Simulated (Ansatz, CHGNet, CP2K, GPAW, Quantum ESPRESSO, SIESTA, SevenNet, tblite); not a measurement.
## Generalised stacking fault on (111) (glide set) of a Ge-Sn solid solution (48 atoms): runs against a plane-wave reference

The cell holds 48 atoms: 34 Ge and 14 Sn. Cell: a = 8.334 Å, b = 7.218 Å, c = 20.806 Å, α = 90.0°, β = 80.4°, γ = 90.0°. Diamond-structure Ge lattice (a = 5.8932 Å, the value set for the mixture), cell with z along [111], 2 x 1 x 2 periods; the third cell vector is tilted by 0.833 of 1/2[1-10] and lengthened by 0.1 Å, so the cell holds one fault (glide set); displaced by a Gaussian of 0.01 Å; 14 of 48 Ge sites given to Sn at random (lattice constant by Vegard's rule between Ge and Sn). Then every atom was moved at random, 0.05 Å r.m.s. a Cartesian component.

Geometry: as built.

The reference, a calculation:

```
method                 : Kohn-Sham DFT, PBE, SSSP efficiency 1.3.0 pseudopotentials, plane waves (Quantum ESPRESSO 7.5); sssp-pbe-1.3.0-efficiency, cutoffs 45/360 Ry, Γ point
r.m.s. force component : 2.277 eV/Å
longest force          : 12.82 eV/Å
pressure               : 10.05 GPa
time                   : 3.1 min on 4 MPI ranks of Arm Neoverse V1, shared host
CPU time               : 12 min
```

**Question.** The same geometry is run in other programs. How far does each lie from the reference, and what does it cost?
- GPAW PBE, LCAO dzp, h 0.2 Å, other mixer settings (GPAW 26.7.0; 1 thread)
- SevenNet l3i5 potential (SevenNet l3i5; 1 thread)
- CP2K PBE, DZVP-MOLOPT-SR, 350/50 Ry, diagonalisation (CP2K 2026.2; 2 threads)
- tblite GFN1-xTB (tblite 0.8.0; 1 thread)
- CP2K PBE, DZVP-MOLOPT-SR, 350/30 Ry, diagonalisation (CP2K 2026.2; 2 threads)
- CP2K PBE, TZV2P-MOLOPT (SR for Ge, Sn), 350/50 Ry, diagonalisation (CP2K 2026.2; 4 MPI ranks)
- CHGNet 0.3.0 potential (CHGNet 0.3.0; 1 thread)
- GPAW PBE, LCAO dzp, h 0.2 Å (GPAW 26.7.0; 1 thread)
- CP2K RPBE, PBE potentials, DZVP-MOLOPT-SR, 350/50 Ry, diagonalisation (CP2K 2026.2; 2 threads)
- SIESTA PBE, TZP, shift 0.01 Ry, mesh 300 Ry (SIESTA 5.4.2; 2 MPI ranks)

Differences are against the plane-wave reference, forces as r.m.s. over components; share is that over the reference's r.m.s. force, slope the least-squares factor from reference forces to these. Total energies of different programs have different zeros and aren't compared.

| run | Δ force, r.m.s. (meV/Å) | share (%) | slope | Δ pressure (GPa) | cores | CPU time | memory (GiB) |
| --- | --- | --- | --- | --- | --- | --- | --- |
| reference | - | - | - | - | 4 | 12 min | 3 |
| GPAW PBE, LCAO dzp, h 0.2 Å, other mixer settings | 141 | 6.20 | 1.056 | - | 1 | 3.6 min | 1.1 |
| SevenNet l3i5 potential | 317 | 13.9 | 0.996 | -1.63 | 1 | 11 s | 0.89 |
| CP2K PBE, DZVP-MOLOPT-SR, 350/50 Ry, diagonalisation | 195 | 8.55 | 0.922 | 0.363 | 2 | 3.2 min | 1.5 |
| tblite GFN1-xTB | 2090 | 91.8 | 1.788 | 4.73 | 1 | 4.6 s | 0.12 |
| CP2K PBE, DZVP-MOLOPT-SR, 350/30 Ry, diagonalisation (coarse) | 195 | 8.55 | 0.922 | 0.363 | 2 | 2.7 min | 1.5 |
| CP2K PBE, TZV2P-MOLOPT (SR for Ge, Sn), 350/50 Ry, diagonalisation | 199 | 8.74 | 0.920 | 0.0699 | 4 | 4.2 min | 3.4 |
| CHGNet 0.3.0 potential | 867 | 38.1 | 1.233 | -1.12 | 1 | 4.8 s | 0.52 |
| GPAW PBE, LCAO dzp, h 0.2 Å | 142 | 6.24 | 1.056 | - | 1 | 3.3 min | 1.2 |
| CP2K RPBE, PBE potentials, DZVP-MOLOPT-SR, 350/50 Ry, diagonalisation | 199 | 8.73 | 0.921 | 0.683 | 2 | 3.3 min | 1.5 |
| SIESTA PBE, TZP, shift 0.01 Ry, mesh 300 Ry | 187 | 8.20 | 1.072 | 0.628 | 2 | 7.2 min | 1.5 |

Rows marked coarse were listed beforehand as settings not expected to be converged; some can still land near the reference.

Times of the machine-learned potentials are mostly Python's start and the loading of weights.

CPU time is summed over cores on a shared host, where runs went side by side, so it is rough. Symmetry, cutoffs, thresholds, outputs and thread counts weren't matched or tuned between programs; memory under MPI is the largest rank's times the ranks.

The PBE runs in local orbitals, coarse settings apart, differ by 6.2 % (GPAW PBE, LCAO dzp, h 0.2 Å, other mixer settings) to 8.7 % (CP2K PBE, TZV2P-MOLOPT (SR for Ge, Sn), 350/50 Ry, diagonalisation); basis, grid and potentials can all enter. Tight binding differs by 92 % (tblite GFN1-xTB); it is another model, with fitted parameters of its own, and the xTB methods hold dispersion. Machine-learned potentials differ by 14 % (SevenNet l3i5 potential) to 38 % (CHGNet 0.3.0 potential); they were trained on other programs' data. Rows with another functional or a dispersion term differ by 8.7 % (CP2K RPBE, PBE potentials, DZVP-MOLOPT-SR, 350/50 Ry, diagonalisation), which mixes the change of model with differences of basis and potentials, some of them made for another functional. Periodic xTB results under one method name differ between programs and library versions. Machine-learned potentials mimic data converged in k, so the reference's own k-point error enters their differences. The electronic-structure runs sample only Γ, in a cell whose shortest periodic width is 7 Å, which is coarse for a cell with partly filled levels.

[Logs are printed without paths, hosts, clocks, repeated set-up lines and the standing remarks that a program may print on its own settings, such as how far it seeks lower states.]

[Hosts, paths, dates, database ids (printed as entryN), source tags and the programs' standing remarks are cut or masked in the printed files.]
